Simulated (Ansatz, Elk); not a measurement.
# RbGeF3: X-ray structure factors from the self-consistent density

The structure of RbGeF3 used here is made up (a known structure type with other elements) and was relaxed beforehand with r2SCAN. The aim is the Fourier transform of its all-electron density, F(hkl), set beside the sum over free spherical atoms that refinements use.

Program: Elk 11.2.3 (patched build). Level of theory: DFT, PBE, all-electron APW+lo, Dirac cores, scalar-relativistic bands, static density, no spin. Results are calculated unless marked as measured.

The structure was built from a prototype and need not be the compound's stable phase.

**1. The starting structure**

The structure is cubic, space group Pm-3m (No. 221). Conventional cell: a = 4.426 Å, b = 4.426 Å, c = 4.426 Å, α = 90.00°, β = 90.00°, γ = 90.00°. Rb has 12 F at 3.13 Å nearest. Nearest to Ge lie 6 F at 2.21 Å. Nearest to F lie 2 Ge at 2.21 Å and 4 Rb at 3.13 Å. Farther neighbours and most contacts between anions are not listed.

**2. Ground state and structure factors**

An all-electron density is needed, since X-rays see the cores too. Task 0 finds the density and task 195 Fourier-transforms it; tshift is off so that phases refer to the origin typed.

elk.in

```
tasks
  0
  195

xctype
  20

spinpol
  .false.

rgkmax
  7.0

gmaxvr
  14.0

lmaxo
  7

lmaxapw
  8

swidth
  0.002

tshift
  .false.

ramdisk
  .false.

hmaxvr
  5.5

maxscl
  120

epspot
  1e-06

sppath
  './'

avec
  8.36321708132 0.00000000000 0.00000000000
  0.00000000000 8.36321708132 0.00000000000
  0.00000000000 0.00000000000 8.36321708132

atoms
  3
  'Rb.in'
  1
  -0.0000000000 0.0000000000 0.0000000000   0.000000 0.000000 0.000000
  'Ge.in'
  1
  0.5000000000 0.5000000000 0.5000000000   0.000000 0.000000 0.000000
  'F.in'
  3
  0.5000000000 0.5000000000 0.0000000000   0.000000 0.000000 0.000000
  0.5000000000 -0.0000000000 0.5000000000   0.000000 0.000000 0.000000
  0.0000000000 0.5000000000 0.5000000000   0.000000 0.000000 0.000000

ngridk
  5 5 5
```

On the command line:

```console
> OMP_NUM_THREADS=4 elk
```

Numbers of over 12 decimals in the logs are rounded to 6 here.

The log of the run:

```text
┌─────────────────────────┐
│ Elk code version 11.2.3 │
└─────────────────────────┘

All units are atomic (Hartree, Bohr, etc.)

┌─────────────────────────────────────────────────┐
│ Ground-state run starting from atomic densities │
└─────────────────────────────────────────────────┘

Lattice vectors :
   8.363217081       0.000000000       0.000000000
   0.000000000       8.363217081       0.000000000
   0.000000000       0.000000000       8.363217081

Reciprocal lattice vectors :
  0.7512880804       0.000000000       0.000000000
   0.000000000      0.7512880804       0.000000000
   0.000000000       0.000000000      0.7512880804

Unit cell volume      :    584.9518372
Brillouin zone volume :   0.4240523709

Muffin-tin inner radius fraction :   0.1000000000E-01

Nuclei treated as point charges

Species : 1 (Rb)
 parameters loaded from : Rb.in
 name : rubidium
 nuclear charge    :   -37.00000000
 electronic charge :    37.00000000
 atomic mass :    155798.2686
 muffin-tin radius :    2.600000000
 number of radial points in muffin-tin :   1193
 inner part over the whole radius :   0.9947532429E-02
 number on inner part of muffin-tin    :    847
 approximate nuclear radius :   0.7999050501E-04
 number of mesh points to nuclear radius :    413
 atomic positions (lattice), magnetic fields (Cartesian) :
  1 :   0.00000000  0.00000000  0.00000000    0.00000000  0.00000000  0.00000000

Species : 2 (Ge)
 parameters loaded from : Ge.in
 name : germanium
 nuclear charge    :   -32.00000000
 electronic charge :    32.00000000
 atomic mass :    132414.6196
 muffin-tin radius :    2.253604659
 number of radial points in muffin-tin :    993
 inner part over the whole radius :   0.9933106799E-02
 number on inner part of muffin-tin    :    701
 approximate nuclear radius :   0.7637961215E-04
 number of mesh points to nuclear radius :    341
 atomic positions (lattice), magnetic fields (Cartesian) :
  1 :   0.50000000  0.50000000  0.50000000    0.00000000  0.00000000  0.00000000

Species : 3 (F)
 parameters loaded from : F.in
 name : fluorine
 nuclear charge    :   -9.000000000
 electronic charge :    9.000000000
 atomic mass :    34631.97045
 muffin-tin radius :    1.878003882
 number of radial points in muffin-tin :    593
 inner part over the whole radius :   0.9893189069E-02
 number on inner part of muffin-tin    :    409
 approximate nuclear radius :   0.5278478738E-04
 number of mesh points to nuclear radius :    175
 atomic positions (lattice), magnetic fields (Cartesian) :
  1 :   0.50000000  0.50000000  0.00000000    0.00000000  0.00000000  0.00000000
  2 :   0.50000000  0.00000000  0.50000000    0.00000000  0.00000000  0.00000000
  3 :   0.00000000  0.50000000  0.50000000    0.00000000  0.00000000  0.00000000

Total number of atoms per unit cell :    5
Total muffin-tin volume :    204.7985242
 ratio of muffin-tin to unit cell volume :   0.3501117718

Spin treatment :
 spin-unpolarised

Number of Bravais lattice symmetries :   48
Number of crystal symmetries         :   48
Crystal has inversion symmetry
Real symmetric eigensolver will be used

k-point grid :      5     5     5
k-point offset :    0.000000000       0.000000000       0.000000000
k-point set is reduced with full crystal symmetry group
Total number of k-points :       10

Muffin-tin radius times maximum |G+k| :    7.000000000
 using average radius
Maximum |G+k| for APW functions       :    3.337269307
Maximum (1/2)|G+k|²                   :    5.568683214
Maximum |G| for potential and density :    14.00000000
Constant for pseudocharge density :    9
 order of it for each species :   16  16  16
 order of it for pair densities of each species (exact exchange by exxq0 0: 17) :   15  11   7
Radial integration step length :    1

G-vector grid sizes :     40    40    40
Number of G-vectors :    27201

Maximum angular momentum used for
 APW functions            :    8
 outer part of muffin-tin :    7
 inner part of muffin-tin :    2

Total nuclear charge    :   -96.00000000
[...]
exchange                    :     -208.14403785326
 correlation                 :     -4.308882
 electron entropic           :    -0.43957773543280E-11
 total energy                :     -5381.2492431315

Density of states at Fermi energy :   0.5002069179E-07
 (states/Hartree/unit cell)

Estimated indirect band gap :   0.1314075539
 from k-point 10 to k-point 10
Estimated direct band gap   :   0.1314075539
 at k-point 10

Charges :
 core                        :    52.00000000
 valence                     :    44.00000000
 interstitial                :    3.947867151
 muffin-tins (core leakage)
  species : 1 (Rb)
   atom 1                    :    35.30661393     (  0.9290988846E-04)
  species : 2 (Ge)
[...]
species : 3 (F)
[...]
total in muffin-tins        :    92.05213285
 total calculated charge     :    95.99816611
 total charge                :    96.00000000
 error                       :   0.1833888015E-02

RMS change in Kohn-Sham potential (target) :   0.8690937591     (  0.1000000000E-05)
Absolute change in total energy (target)   :   0.3449349283     (  0.1000000000E-03)

[... loops 3 to 14 left out ...]

┌──────────────────┐
│ Loop number : 15 │
└──────────────────┘

Energies :
 Fermi                       :     0.147501
 sum of occupied eigenvalues :     -3109.5767934777
 electron kinetic            :      5509.3247025554
 core electron kinetic       :      5238.0779234141
 Coulomb                     :     -10677.902962771
 Coulomb potential           :     -8343.6152720973
 nuclear-nuclear             :     -657.09492704484
 electron-nuclear            :     -11711.217857476
 Hartree                     :      1690.4098217501
 Madelung                    :     -6506.0953267224
 xc potential                :     -275.28622393577
 exchange                    :     -207.53826454500
 correlation                 :     -4.307974
 electron entropic           :    -0.43958433429333E-11
 total energy                :     -5380.4244983345

Density of states at Fermi energy :   0.5002116972E-07
 (states/Hartree/unit cell)

Estimated indirect band gap :   0.1080346438
 from k-point 10 to k-point 10
Estimated direct band gap   :   0.1080346438
 at k-point 10

Charges :
 core                        :    52.00000000
 valence                     :    44.00000000
 interstitial                :    4.314819165
 muffin-tins (core leakage)
  species : 1 (Rb)
[...]
species : 2 (Ge)
[...]
species : 3 (F)
[...]
total in muffin-tins        :    91.68518083
 total calculated charge     :    95.99817766
 total charge                :    96.00000000
 error                       :   0.1822337538E-02

RMS change in Kohn-Sham potential (target) :   0.1047200251E-06 (  0.1000000000E-05)
Absolute change in total energy (target)   :   0.9897411474E-04 (  0.1000000000E-03)

Convergence targets achieved

┌──────────────────┐
│ Loop number : 16 │
└──────────────────┘

Energies :
 Fermi                       :     0.147501
 sum of occupied eigenvalues :     -3109.5767891012
 electron kinetic            :      5509.3247059755
 core electron kinetic       :      5238.0779250871
 Coulomb                     :     -10677.902961545
 Coulomb potential           :     -8343.6152698082
 nuclear-nuclear             :     -657.09492704484
 electron-nuclear            :     -11711.217857008
 Hartree                     :      1690.4098225077
 Madelung                    :     -6506.0953266407
 xc potential                :     -275.28622526848
 exchange                    :     -207.53826456655
 correlation                 :     -4.307974
 electron entropic           :    -0.43958421503785E-11
 total energy                :     -5380.4244937110

Density of states at Fermi energy :   0.5002116972E-07
 (states/Hartree/unit cell)

Estimated indirect band gap :   0.1080346592
 from k-point 10 to k-point 10
Estimated direct band gap   :   0.1080346592
 at k-point 10

Charges :
 core                        :    52.00000000
 valence                     :    44.00000000
 interstitial                :    4.314819004
 muffin-tins (core leakage)
  species : 1 (Rb)
[...]
species : 2 (Ge)
[...]
species : 3 (F)
   atom 1                    :    8.795947634     ( -0.2903252039E-06)
   atom 2                    :    8.795947634     ( -0.2903252039E-06)
   atom 3                    :    8.795947634     ( -0.2903252039E-06)
 total in muffin-tins        :    91.68518100
 total calculated charge     :    95.99817766
 total charge                :    96.00000000
 error                       :   0.1822337543E-02

┌──────────────────────────────┐
│ Self-consistent loop stopped │
└──────────────────────────────┘

Warning : core states of species 2 leak from the muffin-tin :   0.7484747070E-03

Wrote STATE.OUT
```

It took 17 s on 4 threads of Intel Xeon Platinum 8375C at 2.90GHz (Ice Lake), shared host; peak memory 0.18 GiB; 33 s of CPU time.

SFACRHO.OUT:

```text

h k l indices transformed by vhmat matrix:
   1.000000000       0.000000000       0.000000000    
   0.000000000       1.000000000       0.000000000    
   0.000000000       0.000000000       1.000000000    

      h      k      l  multipl.   |H|            Re(F)            Im(F)           |F|

      0      0      0      1   0.0000000       96.000004      0.47038510E-16   96.000004    
      0      1      0      6  0.75128808      -3.8512081      0.46042308E-14   3.8512081    
      0     -1      1     12   1.0624818       50.686411     -0.34397993E-14   50.686411    
      1     -1     -1      8   1.3012691       24.739465     -0.21986003E-14   24.739465    
     -2      0      0      6   1.5025762       72.015601      0.90430404E-14   72.015601    
     -1      0     -2     24   1.6799312      -2.5653221     -0.10127739E-13   2.5653221    
     -2      1      1     24   1.8402724       43.512198     -0.50722987E-14   43.512198    
     -2      2      0     12   2.1249636       60.251255      0.52430256E-14   60.251255    
     -2     -1      2     24   2.2538642      -1.5749638     -0.45928592E-14   1.5749638    
      3      0      0      6   2.2538642      -1.5625964      0.11002081E-13   1.5625964    
     -3      0     -1     24   2.3757815       39.210600      0.10124382E-13   39.210600    
     -3     -1      1     24   2.4917407       15.019276     -0.46095025E-14   15.019276    
      2      2      2      8   2.6025383       52.933352     -0.19961392E-13   52.933352    
      0     -2     -3     24   2.7088077     -0.70800581     -0.14587972E-13  0.70800581    
     -2      3      1     48   2.8110626       36.076843     -0.62973149E-14   36.076843    
      0      0      4      6   3.0051523       47.787510     -0.10976123E-13   47.787510    
      0      4     -1     24   3.0976401     -0.93886696E-01  0.55071905E-14  0.93886696E-01
      3      2      2     24   3.0976401     -0.32539616E-01  0.16984790E-13  0.32539616E-01
```

Elk indexes on the primitive cell of elk.in and gives |H| = 4π sin θ/λ in inverse bohr. Below, one row stands for each form hkl of the conventional cell (m members, Friedel mates merged), F is for one primitive cell and the density is static (no thermal factor). Free-atom factors are Waasmaier and Kirfel's, and R is Σm||F|−|F'||/Σm|F|.

```
hkl   m  sin θ/λ (Å⁻¹)  abs F, DFT  neutral atoms   diff.
100   6          0.113       3.851          3.803  +0.049
110  12          0.160      50.686         50.932  -0.246
111   8          0.196      24.739         24.199  +0.540
200   6          0.226      72.016         71.597  +0.418
210  24          0.253       2.565          2.486  +0.079
211  24          0.277      43.512         43.548  -0.036
220  12          0.320      60.251         60.280  -0.028
221  24          0.339       1.575          1.613  -0.038
300   6          0.339       1.563          1.613  -0.050
310  24          0.357      39.211         39.276  -0.066
311  24          0.375      15.019         15.009  +0.010
222   8          0.391      52.933         53.033  -0.100
320  24          0.407       0.708          0.768  -0.060
321  48          0.423      36.077         36.153  -0.076
400   6          0.452      47.788         47.845  -0.058
410  24          0.466       0.094          0.071  +0.023
322  24          0.466       0.033          0.071  -0.038
330  12          0.479      33.518         33.632  -0.114
411  24          0.479      33.617         33.632  -0.015
331  24          0.492      11.954         11.925  +0.029
420  24          0.505      43.807         43.867  -0.061
421  48          0.518       0.437          0.461  -0.024
```

**3. The highest occupied states alone**

An energy window below the Fermi level keeps the highest occupied states, to see at which angles they scatter; shallow core shells can lie inside it and anion s states outside. No new self-consistency is needed.

Changes to elk.in since step 2:

```diff
@@ -1,3 +1,2 @@
 tasks
-  0
   195
@@ -40,2 +39,5 @@
 
+wsfac
+  -0.219990 0.447500
+
 sppath
```

On the command line:

```console
> OMP_NUM_THREADS=4 elk
```

The log of the run:

```text
┌─────────────────────────────────┐
│ Elk code version 11.2.3 started │
└─────────────────────────────────┘

Info(readinput): the functional depends on the density's gradient
 muffin-tin radial points multiplied by    2.00000
 (not where nrmtscf is given)

┌────────────────────┐
│ Current task : 195 │
└────────────────────┘
Info(checkmt): changed muffin-tin radius of species 2 (Ge) from   2.4000 to   2.2536
Info(checkmt): changed muffin-tin radius of species 3 (F) from   2.0000 to   1.8780

Info(sfacrho): density structure factors written to SFACRHO.OUT

 Energy window :  -0.2199900000      0.4475000000

┌──────────────────┐
│ Elk code stopped │
└──────────────────┘
```

It took 6.8 s on 4 threads; peak memory 0.16 GiB; 8.2 s of CPU time.

States within 10 eV below the Fermi level hold 19.30 electrons; any levels below the window count with the cores, and a count that is not whole means the window cuts a band. Their amplitudes can exceed the total, where window and core parts have opposite phase:

```
hkl  sin θ/λ (Å⁻¹)  abs F, window  abs F, all
100          0.113          5.968       3.851
110          0.160          3.123      50.686
111          0.196         10.175      24.739
200          0.226          9.684      72.016
210          0.253          2.868       2.565
211          0.277          2.318      43.512
220          0.320          5.977      60.251
221          0.339          1.785       1.575
300          0.339          1.622       1.563
310          0.357          1.774      39.211
```

(Part 1 of 2 ends here.)

[Logs are printed without paths, hosts, clocks, repeated set-up lines and the standing remarks that a program may print on its own settings, such as how far it seeks lower states.]

[Hosts, paths, dates, database ids (printed as entryN), source tags and the programs' standing remarks are cut or masked in the printed files.]
